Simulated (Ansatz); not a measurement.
# LiZnF3 (model cell, started as cubic perovskite with Zn in the octahedra): the cell at rest

Task: relax LiZnF3 (model cell, started as cubic perovskite with Zn in the octahedra) tightly.

Program: Ansatz 0.2.0. Level of theory: DFT PBEsol, scalar-relativistic, plane waves, PAW; PAW set soft_1. Results are calculated unless marked as measured.

The structure was built from a prototype and need not be the compound's stable phase.

**1. The starting structure**

Symmetry: Pm-3m, No. 221, cubic system. The conventional cell has a = 4.057 Å, b = 4.057 Å, c = 4.057 Å, α = 90.00°, β = 90.00°, γ = 90.00°. Nearest to Li lie 12 F at 2.87 Å. Nearest to Zn lie 6 F at 2.03 Å. F has 2 Zn at 2.03 Å nearest. Farther neighbours and most contacts between anions are not listed.

**2. Probe on a coarse mesh**

First a cheap look: the gap decides the mesh and the occupations, the pressure tells how far the cell has to move.

input.yaml

```yaml
crystal:
  lattice:
    - [4.0572, 0.0, 0.0]
    - [0.0, 4.0572, 0.0]
    - [0.0, 0.0, 4.0572]
  atoms:
    - { symbol: Li, position: [0.0, 0.0, 0.0] }
    - { symbol: Zn, position: [0.5, 0.5, 0.5] }
    - { symbol: F, position: [0.5, 0.5, 0.0] }
    - { symbol: F, position: [0.5, 0.0, 0.5] }
    - { symbol: F, position: [0.0, 0.5, 0.5] }
kpoints:
  mp_grid: { grid: [4, 4, 4] }
hamiltonian:
  xc: pbesol
  pseudopotentials: { kind: paw, azcp: { folder: soft_1 }, xc_functional: pbe }
scf:
  occupations: { method: gaussian, width: 0.1 }
output:
  forces: true
  stress: true
  eigenvalues: true
```

On the command line:

```bash
$ ansatz run input.yaml --threads 4 --pin off --max-ram 16384MiB --backend cpu --events-out ev --progress --plain --runs-dir out
```

Numbers of over 12 decimals in the logs are rounded to 6 here.

Output:

```text
Engine: ansatz 0.2.0, x86_64-unknown-linux-gnu
Pseudopotentials: kind: paw
Pseudopotential: Li, paw, valence charge 3, recommended cutoff 420 eV (normal), soft_1/Li.paw.azcp
Pseudopotential: Zn, paw, valence charge 12, recommended cutoff 420 eV (normal), soft_1/Zn.paw.azcp
Pseudopotential: F, paw, valence charge 7, recommended cutoff 420 eV (normal), soft_1/F.paw.azcp
Functional definition: PBEsol
  exchange = pbesol_x
[...]
--- Band table (eV; the first three rows and the last of 10) ---
  k-point 0: bands = [... 14 lower, -0.2738, -0.2201, -0.2201, -0.2201, 4.8087, 9.1204, 12.5209, 12.5209]
  k-point 1: bands = [... 14 lower, -0.2335, -0.1206, -0.1206, -0.0873, 5.8222, 9.4463, 10.8104, 12.4204]
  k-point 2: bands = [... 14 lower, -0.2194, -0.0121, -0.0121, 0.1185, 7.4076, 8.4460, 10.8700, 12.3124]
  k-point 9: bands = [... 14 lower, 0.2888, 0.2888, 1.7227, 1.7227, 9.7714, 11.1050, 11.1050, 11.1050]
[key lines of the parts left out:]
SCF converged after 9 iterations
Free energy (F): -5888.372800 eV
Fermi energy:    3.268956 eV
P = ⅓ Tr σ = -4.7668 GPa (-47.668 kbar)
```

Elapsed: 1.8 s, on 4 threads of Intel Xeon Platinum 8375C at 2.90GHz (Ice Lake), shared host; peak memory 0.38 GiB.

A gap read on the k-mesh alone can miss the band edges.

Numbers from this step:

* pressure: -4.767 GPa
* gap on the k-mesh: 3.086 eV
* volume per atom: 13.36 Å³
* direct gap on mesh: 5.029 eV

The coarse mesh shows a gap of 3.09 eV and a pressure of -4.8 GPa.

**3. Relaxation**

Harmonic phonons are second derivatives at a point where the forces vanish, and they are wanted at zero stress, so atoms and cell are relaxed first.

input.yaml, the sections that differ from step 2:

```yaml
kpoints:
  mp_grid: { grid: [6, 6, 6] }
scf:
  occupations: { method: gaussian, width: 0.02 }
output:
  forces: true
  stress: true
  eigenvalues: true
  write_density: true
  write_potential: true
  elf: true
  volumetric_format: npy
relax:
  adjacent_minimum: "off"
  f_tol: 0.005
  max_steps: 80
  cell: { stress_tol: 0.05 }
# crystal, hamiltonian: as in step 2
```

Output:

```text
[...]
Crystal: 5 atoms, lattice volume = 66.785 Å³
Basis set: ecut = 420 eV, 1309 PW (Γ), exchange–correlation on 60×60×60 points (8 copies of the dense FFT grid, shifted against one another)
Bands: 23, of which v1, the nominal top of the filled ones, is band 18 counted from 1 (17 counted from 0)
Symmetry: 48 space group operations
[...]
k-points: 20 of 216
[...]
SCF iter   1: F=—  HF=-5893.206168 eV  |F-HF|=—  |Δ(HF+E_count)|=         —  Δρ=1.78e-1  dr2=1.29e1  ethr=3.10e-3  ⟨swp⟩=6.0  Hψ=2306  notcnv=0
[...]
SCF iter   9: F=-5888.372856 eV  HF=-5888.372856 eV  |F-HF|=1.19e-8  |Δ(HF+E_count)|=   8.92e-7  Δρ=1.27e-5  dr2=9.41e-8  ethr=2.78e-10  ⟨swp⟩=12.2  Hψ=3531  notcnv=0
SCF 1 converged in 9 iterations: F = -5888.372856 eV  dr2 = 9.41e-8
[...]
relax step   1: F+E_penalty+E_count = -5888.37285554 eV  Δ(F+E_penalty+E_count) = +0.000e0 eV  max|allowed force component| = 3.238e-28 eV/Å  Δτ_max = 0.0000 Å  P = -4.765 GPa  Ω = 66.785 Å³  (9 SCF iters, dr2 threshold 1.00e-7 eV, accepted)
Crystal: 5 atoms, lattice volume = 64.557 Å³
Basis set: ecut = 420 eV, 1237 PW (Γ), exchange–correlation on 60×60×60 points (8 copies of the dense FFT grid, shifted against one another)
[...]
iter 1 solved again at ethr=3.87e-5 eV; its pass at ethr=3.10e-3 eV (dr2=1.39e-2 eV) is discarded
[...]
SCF iter   6: F=-5888.429004 eV  HF=-5888.429004 eV  |F-HF|=1.95e-7  |Δ(HF+E_count)|=   2.79e-7  Δρ=3.24e-5  dr2=5.00e-7  ethr=1.39e-9  ⟨swp⟩=10.3  Hψ=3400  notcnv=0
SCF 2 converged in 6 iterations: F = -5888.429004 eV  dr2 = 5.00e-7
relax step   2: F+E_penalty+E_count = -5888.42900440 eV  Δ(F+E_penalty+E_count) = -5.615e-2 eV  max|allowed force component| = 5.446e-29 eV/Å  Δτ_max = 0.0000 Å  P = -2.401 GPa  Ω = 64.557 Å³  energy of the carried Pulay correction = +5.853e-3 eV  (6 SCF iters, dr2 threshold 5.00e-7 eV, accepted)
Crystal: 5 atoms, lattice volume = 62.443 Å³
Basis set: ecut = 420 eV, 1213 PW (Γ), exchange–correlation on 60×60×60 points (8 copies of the dense FFT grid, shifted against one another)
[...]
SCF iter   7: F=-5888.449368 eV  HF=-5888.449368 eV  |F-HF|=4.72e-9  |Δ(HF+E_count)|=   4.17e-8  Δρ=9.41e-6  dr2=9.02e-8  ethr=1.39e-9  ⟨swp⟩=9.2  Hψ=3203  notcnv=0
SCF 3 converged in 7 iterations: F = -5888.449368 eV  dr2 = 9.02e-8
relax step   3: F+E_penalty+E_count = -5888.44936776 eV  Δ(F+E_penalty+E_count) = -2.036e-2 eV  max|allowed force component| = 1.470e-29 eV/Å  Δτ_max = 0.0000 Å  P = +0.260 GPa  Ω = 62.443 Å³  energy of the carried Pulay correction = +1.159e-2 eV  (7 SCF iters, dr2 threshold 5.00e-7 eV, accepted)
[...]
relax step   4: F+E_penalty+E_count = -5888.44897038 eV  Δ(F+E_penalty+E_count) = +3.974e-4 eV  max|allowed force component| = 8.424e-30 eV/Å  Δτ_max = 0.0000 Å  P = -0.012 GPa  Ω = 62.644 Å³  energy of the carried Pulay correction = +1.104e-2 eV  (5 SCF iters, dr2 threshold 1.69e-7 eV, accepted)
[...]
relax step   5: F+E_penalty+E_count = -5888.44085906 eV  Δ(F+E_penalty+E_count) = +8.111e-3 eV  max|allowed force component| = 1.656e-29 eV/Å  Δτ_max = 0.0000 Å  P = -0.245 GPa  Ω = 62.644 Å³  stress off target by 2.45e-1 GPa  SCF on the basis re-selected at this cell (its energy is not comparable with the rows above)  (8 SCF iters)
[...]
relax step   6: F+E_penalty+E_count = -5888.44149997 eV  Δ(F+E_penalty+E_count) = -6.409e-4 eV  max|allowed force component| = 3.092e-29 eV/Å  Δτ_max = 0.0000 Å  P = +0.002 GPa  Ω = 62.462 Å³  energy of the carried Pulay correction = +5.031e-4 eV  (5 SCF iters, dr2 threshold 1.50e-7 eV, accepted)
[...]
SCF iter   7: F=-5888.441275 eV  HF=-5888.441275 eV  |F-HF|=3.64e-12  |Δ(HF+E_count)|=  8.19e-12  Δρ=2.04e-7  dr2=1.06e-11  ethr=1.00e-12  ⟨swp⟩=4.5  Hψ=2363  notcnv=0
SCF 7 converged in 7 iterations: F = -5888.441275 eV  dr2 = 1.06e-11
relax step   7: F+E_penalty+E_count = -5888.44127523 eV  Δ(F+E_penalty+E_count) = +2.247e-4 eV  max|allowed force component| = 2.843e-29 eV/Å  Δτ_max = 0.0000 Å  P = -0.007 GPa  Ω = 62.462 Å³  stress off target by 7.09e-3 GPa  SCF on the basis re-selected at this cell (its energy is not comparable with the rows above)  (7 SCF iters)
[...]
SCF converged after 7 iterations
Free energy (F): -5888.441275 eV
[...]
Internal energy: -5888.441275 eV  (E = F + TS)
E sigma→0 (E₀):  -5888.441275 eV
Fermi energy:    4.156948 eV
[...]
--- Stress (GPa, compression-positive) ---
       -0.007091       0.000000      -0.000000
        0.000000      -0.007091       0.000000
       -0.000000       0.000000      -0.007091
  P = ⅓ Tr σ = -0.0071 GPa (-0.071 kbar)
--- Band table (eV; the first three rows and the last of 20) ---
  k-point 0: bands = [... 14 lower, 0.1672, 0.2433, 0.2433, 0.2433, 5.6968, 10.1296, 13.4353, 13.4353, ... 1 higher]
  k-point 1: bands = [... 14 lower, 0.2104, 0.3319, 0.3319, 0.4715, 6.1886, 10.3588, 12.2142, 13.3628, ... 1 higher]
  k-point 2: bands = [... 14 lower, 0.2300, 0.5220, 0.5220, 0.8295, 7.3470, 10.2075, 11.5757, 13.2124, ... 1 higher]
  k-point 19: bands = [... 14 lower, 0.7927, 0.7927, 2.6170, 2.6170, 10.5319, 11.9437, 11.9437, 11.9437, ... 1 higher]
--- Relaxed structure (5 steps of the walk, 5 accepted, 2 SCFs on fresh bases) ---
  F+E_penalty+E_count = -5888.44127523 eV   max|allowed force component| = 2.843e-29 eV/Å   (the final SCF, on the basis selected at the relaxed cell)
  cell:  # Å, volume = 62.4623 Å³
    - [3.967704, 0, 0]
    - [0, 3.967704, 0]
    - [0, 0, 3.967704]
  atoms:
    - { symbol: Li, position: [0, 0, 0] }
    - { symbol: Zn, position: [0.500000, 0.500000, 0.500000] }
    - { symbol: F, position: [0.500000, 0.500000, 0] }
    - { symbol: F, position: [0.500000, 0, 0.500000] }
    - { symbol: F, position: [0, 0.500000, 0.500000] }
```

Wall time 4.7 s (4 threads); peak memory 0.44 GiB; 15 s of CPU time.

The steps of the relaxation:

| step | energy less that of the first step (eV) | largest force component (eV/Å) | pressure (GPa) | volume (Å³) |
| --- | --- | --- | --- | --- |
| 1 | 0.0000 | 0.0000 | -4.77 | 66.79 |
| 2 | -0.0561 | 0.0000 | -2.40 | 64.56 |
| 3 | -0.0765 | 0.0000 | 0.26 | 62.44 |
| 4 | -0.0761 | 0.0000 | -0.01 | 62.64 |
| 5* | -0.0680 | 0.0000 | -0.25 | 62.64 |
| 6 | -0.0686 | 0.0000 | 0.00 | 62.46 |
| 7* | -0.0684 | 0.0000 | -0.01 | 62.46 |

Relaxation steps marked * repeat the geometry before them on a plane-wave basis chosen anew for their cell, so energy and pressure can jump there.

Forces are held to the 48 operations that the run works with; a distortion that breaks them can't arise in this run.

| conventional cell, symmetrised | before | after | change |
| --- | --- | --- | --- |
| a (Å) | 4.057 | 3.968 | -2.2 % |
| b (Å) | 4.057 | 3.968 | -2.2 % |
| c (Å) | 4.057 | 3.968 | -2.2 % |
| volume (Å³/atom) | 13.36 | 12.49 | -6.5 % |

Final coordinates:

```xyz
5
Lattice="3.9677 0.0000 0.0000 0.0000 3.9677 0.0000 0.0000 0.0000 3.9677" Properties=species:S:1:pos:R:3 pbc="T T T"
Li    0.0000    0.0000    0.0000
Zn    1.9839    1.9839    1.9839
F     1.9839    1.9839    0.0000
F     1.9839    0.0000    1.9839
F     0.0000    1.9839    1.9839
```

Numbers from this step:

- pressure: -0.007091 GPa
- gap on the k-mesh: 3.080 eV
- volume per atom: 12.49 Å³
- direct gap on mesh: 5.453 eV

Valence density in the ac plane at fractional y = 0.500, with atoms of Zn and F within 0.2 Å of it. It is the smooth field of the valence electrons, not physical close to the nuclei.

Values in e/Å³, 13 rows by 14 columns, each cell a mean:
```
 0  0  0  0  1  2  7  9  6  2  0  0  0  0
 0  0  0  0  0  1  2  3  2  1  0  0  0  0
 0  0  0  0  0  0  1  1  1  0  0  0  0  0
 1  1  0  0  0  0  1  1  1  0  0  0  0  1
 4  2  1  0  0  1  3  5  3  1  0  0  1  3
10  6  2  1  1  3 15 26 11  2  1  1  3  7
12  7  2  1  1  4 20 35 15  2  1  1  3  9
 6  3  1  0  0  2  6 10  5  1  0  1  2  4
 1  1  0  0  0  1  1  1  1  0  0  0  1  1
 0  0  0  0  0  0  1  1  0  0  0  0  0  0
 0  0  0  0  0  1  1  2  1  0  0  0  0  0
 0  0  0  0  0  2  5  7  4  1  0  0  0  0
 0  0  0  0  1  3  9 13  8  2  0  0  0  0
```
Columns run along a (4.0 Å), rows up along c (4.0 Å). Atoms in or near the plane, at fractional coordinates: Zn at (0.50, 0.50), F at (0.50, 0.00), F at (0.00, 0.50).

Electrostatic potential energy in the ac plane at fractional y = 0.500, with atoms of Zn and F within 0.2 Å of it. With pseudopotentials it is smooth inside the atoms' cores, unlike the true potential.

Values in eV, 13 rows by 14 columns, each cell a mean:
```
  8   8   9   8   6 -18 -35 -41 -33  -9   8   9   8   8
  9   9   9   8   7  -1 -17 -23 -14   3   8   9   9   9
  9   9   8   8   6   5   2   1   3   5   7   8   8   9
  4   6   7   6   4  -4 -13 -16 -11  -1   5   7   7   6
-25 -16   1   4  -5 -26 -41 -46 -38 -18  -1   5  -4 -19
-42 -35 -13   1 -14 -41 -55 -57 -53 -32  -8   1 -21 -37
-43 -38 -16   1 -16 -44 -57 -57 -56 -35  -9  -1 -25 -41
-32 -24  -4   3  -8 -32 -47 -53 -44 -24  -3   3 -10 -27
 -4   1   6   6   1 -11 -23 -27 -21  -6   3   6   6  -1
  8   8   8   7   6   3   0  -2   0   4   6   8   8   8
  9   9   9   8   7   4  -6 -11  -3   6   8   8   9   9
  8   9   9   8   6 -13 -32 -37 -29  -5   8   9   9   8
  8   8   9   9   4 -24 -41 -43 -38 -14   7   9   9   8
```
Columns run along a (4.0 Å; values clipped at the 3rd and 97th percentile), rows up along c (4.0 Å). Atoms in or near the plane, at fractional coordinates: Zn at (0.50, 0.50), F at (0.50, 0.00), F at (0.00, 0.50).

ELF in the ac plane at fractional y = 0.500, with atoms of Zn and F within 0.2 Å of it. It is the smooth field of the valence electrons, not physical close to the nuclei.

Ten even steps from '_' (0.00) to '@' (0.80), each cell a mean:
```
______==%%@@@@%%@@@@##::____
______..++%%@@@@@@##==..____
==--..__..--====--::..__..--
%%##==..__..........__..++%%
@@@@##::....______....==@@@@
##@@%%--..__________..++@@%%
**%%@@--..__________..++@@%%
@@@@%%--..________....==@@@@
@@@@++................::##@@
**==..__..::::::::..____::++
....____--**%%%%##++::____..
______--##@@@@%%@@@@**::____
____..++%%@@%%**%%@@%%--____
```
Columns run along a (4.0 Å), rows up along c (4.0 Å). Atoms in or near the plane, at fractional coordinates: Zn at (0.50, 0.50), F at (0.50, 0.00), F at (0.00, 0.50).

In this step the volume went from 13.36 to 12.49 Å³/atom.

**4. Relaxing to small forces for the phonons**

Phonons need a cell at rest on their own settings, so the relaxation is repeated with tight tolerances on forces and stress, using the mesh and the filling of the phonon run that follows.

input.yaml

```yaml
crystal:
  lattice:
    - [3.9677040432, 0.0, 0.0]
    - [0.0, 3.9677040432, 0.0]
    - [0.0, 0.0, 3.9677040432]
  atoms:
    - { symbol: Li, position: [0.0, 0.0, 0.0] }
    - { symbol: Zn, position: [0.5, 0.5, 0.5] }
    - { symbol: F, position: [0.5, 0.5, 0.0] }
    - { symbol: F, position: [0.5, 0.0, 0.5] }
    - { symbol: F, position: [0.0, 0.5, 0.5] }
kpoints:
  mp_grid: { grid: [8, 8, 8] }
hamiltonian:
  xc: pbesol
  pseudopotentials: { kind: paw, azcp: { folder: soft_1 }, xc_functional: pbe }
scf:
  occupations: { method: fixed }
output:
  forces: true
  stress: true
  eigenvalues: true
relax:
  adjacent_minimum: "off"
  f_tol: 0.001
  max_steps: 60
  cell: { stress_tol: 0.01 }
```

Output:

```text
[...]
Crystal: 5 atoms, lattice volume = 62.462 Å³
Basis set: ecut = 420 eV, 1213 PW (Γ), exchange–correlation on 54×54×54 points (8 copies of the dense FFT grid, shifted against one another)
Bands: 23, of which v1, the nominal top of the filled ones, is band 18 counted from 1 (17 counted from 0)
Symmetry: 48 space group operations
[...]
k-points: 35 of 512
[...]
cell:  # Å, volume = 62.4623 Å³
    - [3.9677040432, 0.0, 0.0]
    - [0.0, 3.9677040432, 0.0]
    - [0.0, 0.0, 3.9677040432]
  atoms:
    - { symbol: Li, position: [0.0, 0.0, 0.0] }
    - { symbol: Zn, position: [0.500000, 0.500000, 0.500000] }
    - { symbol: F, position: [0.500000, 0.500000, 0.0] }
    - { symbol: F, position: [0.500000, 0.0, 0.500000] }
    - { symbol: F, position: [0.0, 0.500000, 0.500000] }
[key lines of the parts left out:]
SCF converged after 8 iterations
Free energy (F): -5888.441203 eV
Fermi energy:    2.616982 eV
P = ⅓ Tr σ = -0.0069 GPa (-0.069 kbar)
```

Run time: 1.9 s. Hardware: 4 threads; peak memory 0.44 GiB; 6.5 s of CPU time.

Little changed from the start: no atom moved by 0.005 Å and no cell edge by 0.1 %.

This step gave:

| Quantity | Value |
| --- | --- |
| pressure | -0.006911 GPa |

The forces vanish by symmetry and the pressure is -0.007 GPa, within the tolerances set. The cell now holds 12.49 Å³/atom.

**5. What came out**

- space group after relaxation (within 0.01 Å): Pm-3m
- lattice constant a: 3.968 Å
- lattice constant b: 3.968 Å
- lattice constant c: 3.968 Å
- volume per atom: 12.5 Å³
- gap on the k-mesh: 3.08 eV

What this shows: The forces vanish by symmetry and the pressure is -0.007 GPa, within the tolerances set. The cell now holds 12.49 Å³/atom. The relaxation keeps the symmetry of its start, so it says nothing on stability against lower symmetry. The PAW files were made for PBE and serve the other functionals too. The starting cell was built on a prototype and not taken from a measurement, so the phase need not exist.

[Logs are printed without paths, hosts, clocks, repeated set-up lines and the standing remarks that a program may print on its own settings, such as how far it seeks lower states.]

[Hosts, paths, dates, database ids (printed as entryN), source tags and the programs' standing remarks are cut or masked in the printed files.]
